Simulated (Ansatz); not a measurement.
Reflectivity of Sc (P6_3/mmc) at normal incidence (Ansatz, LDA, independent particles, without spin-orbit coupling, line width 0.1 eV (Gaussian), carrier damping 0.03 eV):

| E (eV) | R (%) |
| --- | --- |
| 1.00 | 57.1 |
| 1.25 | 58.0 |
| 1.50 | 59.9 |
| 1.75 | 61.4 |
| 2.00 | 62.4 |
| 2.25 | 59.8 |
| 2.50 | 55.1 |
| 2.75 | 54.8 |
| 3.00 | 53.9 |
| 3.25 | 46.2 |
| 3.50 | 41.5 |
| 3.75 | 47.5 |
| 4.00 | 57.1 |
| 4.25 | 60.7 |
| 4.50 | 50.6 |
| 4.75 | 37.6 |
| 5.00 | 18.6 |

Q: What colour would a polished face show in daylight?

A: Light grey: CIE x = 0.317, y = 0.334, luminous reflectivity 61 % under D65, from the mean over the axes.
